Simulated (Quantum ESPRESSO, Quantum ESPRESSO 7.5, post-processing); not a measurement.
## Pt(110), 5 layers against a metal electrode, stepped through the charge of the slab

What law, if any, do the results for Pt(110), 5 layers against a metal electrode follow against the charge of the slab?

Main program and level: Quantum ESPRESSO 7.5; plane-wave DFT, PBE, GBRV ultrasoft pseudopotentials.

Most raw output is cut from this account.

## 1. The structure

It takes space group Fm-3m (No. 225, cubic). Conventional cell: a = 3.920 Å, b = 3.920 Å, c = 3.920 Å, α = 90.00°, β = 90.00°, γ = 90.00°. Nearest to Pt lie 12 Pt at 2.77 Å.

Set-up: The slab is relaxed neutral, then held. ESM with bc3: vacuum below and a metal electrode about 6 Å above the top atoms. Cold smearing of 0.02 Ry. Charges are set per cell from the starting area. The slabs take the lattice constants of the bulk relaxed by the same program.

Members 2, 3, 4.5, 6, 7 and 8 took the same steps and show in the table alone.

## 2. Variable-cell relaxation of the reference

The bulk crystal is relaxed in cell and atoms; the members are built on its lattice constants.

File ref.vc.in:

```
&control
  prefix = 'ref.vc'
  outdir = './out'
  pseudo_dir = './pseudo'
  nstep = 40
  forc_conv_thr = 0.0003
  calculation = 'vc-relax'
/
&system
  ibrav = 0
  nat = 1
  ntyp = 1
  ecutwfc = 50
  ecutrho = 250
  occupations = 'smearing'
  smearing = 'mv'
  degauss = 0.02
/
&electrons
  conv_thr = 1e-09
  mixing_beta = 0.4
  electron_maxstep = 120
/
&ions
/
&cell
  press_conv_thr = 0.3
/
ATOMIC_SPECIES
  Pt  195.0840  pt_pbe_v1.4.uspp.F.UPF
CELL_PARAMETERS angstrom
  0.00000000000000 1.96000000000000 1.96000000000000
  1.96000000000000 0.00000000000000 1.96000000000000
  1.96000000000000 1.96000000000000 0.00000000000000
ATOMIC_POSITIONS crystal
  Pt  0.000000000000 0.000000000000 0.000000000000
K_POINTS automatic
  18 18 18 0 0 0
```

Run with:

```
> OMP_NUM_THREADS=1 mpirun -n 4 pw.x -nk 4 -in ref.vc.in > ref.vc.out
```

The job ended after 11 s (4 MPI ranks of Intel Xeon Platinum 8559C (Emerald Rapids), shared host; peak memory 0.26 GiB).

The steps of the relaxation:

| step | energy less that of the first step (eV) | largest force (eV/Å) | volume (Å³) |
| --- | --- | --- | --- |
| 1 | 0.0000 | 0.0000 | 15.06 |
| 2 | -0.0131 | 0.0000 | 15.81 |
| 3 | -0.0155 | 0.0000 | 15.61 |
| 4 | -0.0155 | 0.0000 | 15.59 |
| 5 | -0.0161 | 0.0000 | 15.59 |

| conventional cell, symmetrised | before | after | change |
| --- | --- | --- | --- |
| a (Å) | 3.920 | 3.966 | +1.2 % |
| b (Å) | 3.920 | 3.966 | +1.2 % |
| c (Å) | 3.920 | 3.966 | +1.2 % |
| volume (Å³/atom) | 15.06 | 15.59 | +3.5 % |

Final coordinates:

```xyz
1
Lattice="0.0000 1.9829 1.9829 1.9829 0.0000 1.9829 1.9829 1.9829 0.0000" Properties=species:S:1:pos:R:3 pbc="T T T"
Pt    0.0000    0.0000    0.0000
```

 The last row is no step: it is a fresh SCF in the final cell with a new plane-wave basis, -1 meV from the row before.

This step gave:

```
free energy  : -2866.6688 eV
Fermi energy : 21.59 eV
```

## 3. Relaxation with pw.x of the reference

What the set-up leaves free in this member is relaxed.

System of this step: Pt(110), 5 layers. The cell holds 5 atoms: 5 Pt. Cell: a = 3.966 Å, b = 2.804 Å, c = 20.783 Å, α = 90.0°, β = 90.0°, γ = 90.0°. It derives from Pt. Vacuum lies along c.

File ref.relax.in:

```
&control
  prefix = 'ref.relax'
  outdir = './out'
  pseudo_dir = './pseudo'
  nstep = 40
  forc_conv_thr = 0.001
  calculation = 'relax'
/
&system
  ibrav = 0
  nat = 5
  ntyp = 1
  ecutwfc = 40
  ecutrho = 200
  occupations = 'smearing'
  smearing = 'mv'
  degauss = 0.02
/
&electrons
  conv_thr = 1e-08
  mixing_beta = 0.4
  electron_maxstep = 120
  mixing_mode = 'local-TF'
/
&ions
/
ATOMIC_SPECIES
  Pt  195.0840  pt_pbe_v1.4.uspp.F.UPF
CELL_PARAMETERS angstrom
  3.96571750600000 0.00000000000000 0.00000000000000
  0.00000000000000 2.80418574076280 0.00000000000000
  0.00000000000000 0.00000000000000 20.78331091775009
ATOMIC_POSITIONS crystal
  Pt  0.000000000000 0.000000000000 0.365075119558
  Pt  0.500000000000 0.500000000000 0.432537559779
  Pt  0.000000000000 0.000000000000 0.500000000000 0 0 0
  Pt  0.500000000000 0.500000000000 0.567462440221
  Pt  0.000000000000 0.000000000000 0.634924880442
K_POINTS automatic
  8 12 1 0 0 0
```

Run with:

```
> OMP_NUM_THREADS=1 mpirun -n 4 pw.x -nk 4 -in ref.relax.in > ref.relax.out
```

The job ended after 5 min (4 MPI ranks; peak memory 0.76 GiB; 20 min of CPU time).

Relaxation path:

| step | energy less that of the first step (eV) | largest force (eV/Å) |
| --- | --- | --- |
| 1 | 0.0000 | 0.9983 |
| 2 | -0.0707 | 0.8316 |
| 3 | -0.1313 | 0.6954 |
| 4 | -0.1924 | 0.4813 |
| 5 | -0.2314 | 0.1227 |
| 6 | -0.2326 | 0.0736 |
| 7 | -0.2330 | 0.0704 |
| 8 | -0.2334 | 0.0587 |
| 9 | -0.2338 | 0.0393 |
| 10 | -0.2341 | 0.0083 |

The atoms that moved most (Å):

| atom | dx | dy | dz | length |
| --- | --- | --- | --- | --- |
| Pt1 | 0.000 | 0.000 | 0.146 | 0.146 |
| Pt5 | 0.000 | 0.000 | -0.146 | 0.146 |
| Pt2 | 0.000 | 0.000 | -0.095 | 0.095 |
| Pt4 | 0.000 | 0.000 | 0.095 | 0.095 |

The relaxation lowers the energy by 47 meV an atom. On the free atoms the largest force ends at 0.008 eV/Å.

Read from the output:

* free energy: -14330.6592 eV
* Fermi energy: 3.871 eV

## 4. Self-consistent run, 0 ×10¹³ e/cm²

A run under open boundaries on these atoms gives the vacuum levels.

File m2.esm.in:

```
&control
  prefix = 'm2.esm'
  outdir = './out'
  pseudo_dir = './pseudo'
  calculation = 'scf'
  tprnfor = .true.
/
&system
  ibrav = 0
  nat = 5
  ntyp = 1
  ecutwfc = 40
  ecutrho = 200
  occupations = 'smearing'
  smearing = 'mv'
  degauss = 0.02
  assume_isolated = 'esm'
  esm_bc = 'bc3'
  tot_charge = 0.0
/
&electrons
  conv_thr = 1e-08
  mixing_beta = 0.25
  electron_maxstep = 160
  mixing_mode = 'local-TF'
  mixing_ndim = 12
/
ATOMIC_SPECIES
  Pt  195.0840  pt_pbe_v1.4.uspp.F.UPF
CELL_PARAMETERS angstrom
  3.96571750600000 0.00000000000000 0.00000000000000
  0.00000000000000 2.80418574076280 0.00000000000000
  0.00000000000000 0.00000000000000 20.78331091775009
ATOMIC_POSITIONS crystal
  Pt  0.000000000000 0.000000000000 -0.055743743941
  Pt  0.500000000000 0.500000000000 0.000137732259
  Pt  0.000000000000 0.000000000000 0.072173293559
  Pt  0.500000000000 0.500000000000 0.144208854859
  Pt  0.000000000000 0.000000000000 0.200090331059
K_POINTS automatic
  8 12 1 0 0 0
```

Run with:

```
> OMP_NUM_THREADS=1 mpirun -n 4 pw.x -nk 4 -in m2.esm.in > m2.esm.out
```

The job ended after 2.1 min (4 MPI ranks; peak memory 0.73 GiB; 8.4 min of CPU time).

Read from the output:

- Fermi energy: -5.101 eV
- vacuum line at the lower end of the cell, over the Fermi level: 5.102 eV
- slope of the potential above: 2.62e-5 eV/Å
- vacuum line at the upper end of the cell, over the Fermi level: 5.102 eV

Electrostatic potential energy of an electron; zero at the Fermi level. Potential energy, planar mean against z:

| z (Å) | potential energy, planar mean (eV) |
| --- | --- |
| -10.0 | 5.10 |
| -9.5 | 5.10 |
| -9.0 | 5.10 |
| -8.5 | 5.10 |
| -8.0 | 5.10 |
| -7.5 | 5.10 |
| -7.0 | 5.10 |
| -6.5 | 5.10 |
| -6.0 | 5.10 |
| -5.5 | 5.10 |
| -5.0 | 5.10 |
| -4.5 | 5.10 |
| -4.0 | 5.09 |
| -3.5 | 5.04 |
| -3.0 | 4.85 |
| -2.5 | 4.08 |
| -2.0 | 0.783 |
| -1.5 | -10.1 |
| -1.0 | -14.5 |
| -0.5 | -13.7 |
| 0.0 | -14.8 |
| 0.5 | -9.37 |
| 1.0 | -9.13 |
| 1.5 | -14.0 |
| 2.0 | -9.10 |
| 2.5 | -9.40 |
| 3.0 | -14.8 |
| 3.5 | -13.7 |
| 4.0 | -14.5 |
| 4.5 | -10.1 |
| 5.0 | 0.811 |
| 5.5 | 4.08 |
| 6.0 | 4.86 |
| 6.5 | 5.04 |
| 7.0 | 5.08 |
| 7.5 | 5.10 |
| 8.0 | 5.10 |
| 8.5 | 5.10 |
| 9.0 | 5.10 |
| 9.5 | 5.10 |
| 10.0 | 5.10 |

Inside the slab this potential holds the local part of the pseudopotentials, which can be repulsive at the nuclei; only its value in the vacuum has a meaning of its own.

## 5. SCF with pw.x, 1 ×10¹³ e/cm²

m3.esm.in is the input of step 4 with these lines changed:

```diff
@@ -1,3 +1,3 @@
 &control
-  prefix = 'm2.esm'
+  prefix = 'm3.esm'
   outdir = './out'
@@ -18,3 +18,3 @@
   esm_bc = 'bc3'
-  tot_charge = 0.0
+  tot_charge = 0.01087
 /
@@ -26,2 +26,3 @@
   mixing_ndim = 12
+  startingpot = 'file'
 /
```

Run with:

```
> cp -r out/m2.esm.save out/m3.esm.save
> OMP_NUM_THREADS=1 mpirun -n 4 pw.x -nk 4 -in m3.esm.in > m3.esm.out
```

It took 91 s on 4 MPI ranks; peak memory 0.78 GiB; 6.1 min of CPU time.

Numbers from this step:

```
Fermi energy                                                   : -5.955 eV
vacuum line at the lower end of the cell, over the Fermi level : 5.097 eV
slope of the potential above                                   : 0.1765 eV/Å
vacuum line at the upper end of the cell, over the Fermi level : 5.955 eV
```

Inside the slab this potential holds the local part of the pseudopotentials, which can be repulsive at the nuclei; only its value in the vacuum has a meaning of its own.

## 6. Ground state, -1.5 ×10¹³ e/cm²

m1.esm.in is the input of step 5 with these lines changed:

```diff
@@ -1,3 +1,3 @@
 &control
-  prefix = 'm3.esm'
+  prefix = 'm1.esm'
   outdir = './out'
@@ -18,3 +18,3 @@
   esm_bc = 'bc3'
-  tot_charge = 0.01087
+  tot_charge = -0.0163
 /
```

Run with:

```
> cp -r out/m2.esm.save out/m1.esm.save
> OMP_NUM_THREADS=1 mpirun -n 4 pw.x -nk 4 -in m1.esm.in > m1.esm.out
```

Run time: 89 s. Hardware: 4 MPI ranks; peak memory 0.66 GiB; 5.9 min of CPU time.

This step gave:

| Property | Result |
| --- | --- |
| Fermi energy | -3.836 eV |
| vacuum line at the lower end of the cell, over the Fermi level | 5.111 eV |
| slope of the potential above | -0.2646 eV/Å |
| vacuum line at the upper end of the cell, over the Fermi level | 3.836 eV |

Inside the slab this potential holds the local part of the pseudopotentials, which can be repulsive at the nuclei; only its value in the vacuum has a meaning of its own.

## 7. Self-consistent run, -3 ×10¹³ e/cm²

m0.esm.in is the input of step 6 with these lines changed:

```diff
@@ -1,3 +1,3 @@
 &control
-  prefix = 'm1.esm'
+  prefix = 'm0.esm'
   outdir = './out'
@@ -18,3 +18,3 @@
   esm_bc = 'bc3'
-  tot_charge = -0.0163
+  tot_charge = -0.0326
 /
```

Run with:

```
> cp -r out/m1.esm.save out/m0.esm.save
> OMP_NUM_THREADS=1 mpirun -n 4 pw.x -nk 4 -in m0.esm.in > m0.esm.out
```

The job ended after 1.8 min (4 MPI ranks; peak memory 0.66 GiB).

This step gave:

```
Fermi energy                                                   : -2.589 eV
vacuum line at the lower end of the cell, over the Fermi level : 5.121 eV
slope of the potential above                                   : -0.5292 eV/Å
vacuum line at the upper end of the cell, over the Fermi level : 2.590 eV
```

Inside the slab this potential holds the local part of the pseudopotentials, which can be repulsive at the nuclei; only its value in the vacuum has a meaning of its own.

## 8. The series side by side

The series in one table:

| the charge of the slab (positive: electrons removed) | electrode's level over the Fermi level (eV) | far face's level over the Fermi level (eV) | field in the gap (eV/Å) |
| --- | --- | --- | --- |
| -3 ×10¹³ e/cm² | 2.59 | 5.121 | -0.5292 |
| -1.5 ×10¹³ e/cm² | 3.836 | 5.111 | -0.2646 |
| 0 ×10¹³ e/cm² | 5.102 | 5.102 | 2.617e-05 |
| 1 ×10¹³ e/cm² | 5.955 | 5.097 | 0.1765 |
| 2 ×10¹³ e/cm² | 6.813 | 5.085 | 0.3528 |
| 3 ×10¹³ e/cm² | 7.677 | 5.085 | 0.5294 |
| 4.5 ×10¹³ e/cm² | 8.984 | 5.075 | 0.794 |
| 6 ×10¹³ e/cm² | 10.3 | 5.069 | 1.059 |
| 7 ×10¹³ e/cm² | 11.18 | 5.064 | 1.235 |
| 8 ×10¹³ e/cm² | 12.07 | 5.061 | 1.412 |

## 9. A check by hand

Last interval: C = Δσ/ΔV = 0.00098 e/Å² / 0.887 V × 1602 = 1.77 µF/cm².

## 10. Summary of results

```json
{"mean capacitance at positive charge": "1.80 μF/cm²", "effective gap ε₀/C": "4.92 Å", "top atoms to electrode": "6.23 Å"}
```

In words: The series holds 10 members; mean capacitance at positive charge: 1.80 μF/cm²; effective gap ε₀/C: 4.92 Å; top atoms to electrode: 6.23 Å (PBE, GBRV ultrasoft). Interval by interval C lies between 1.77 and 1.88 µF/cm². The far face's level moves by 0.06 eV over the series: the slab screens like a metal, and averaged over the positive charges the image plane lies 1.31 Å above the top atoms. The labels count charge on the starting cell; on the relaxed cell the densities are 0.977 times as large. Vacuum fills the gap; ions don't answer the charge; added electrons can spill towards the electrode at the most negative charges.

[Logs are printed without paths, hosts, clocks, repeated set-up lines and the standing remarks that a program may print on its own settings, such as how far it seeks lower states.]

[Hosts, paths, dates, database ids (printed as entryN), source tags and the programs' standing remarks are cut or masked in the printed files.]

[Maps of the electrostatic potential energy from Ansatz leave out the sawtooth potential of an applied field or a dipole correction, so their vacuum need not be flat; planar profiles and work functions include it.]
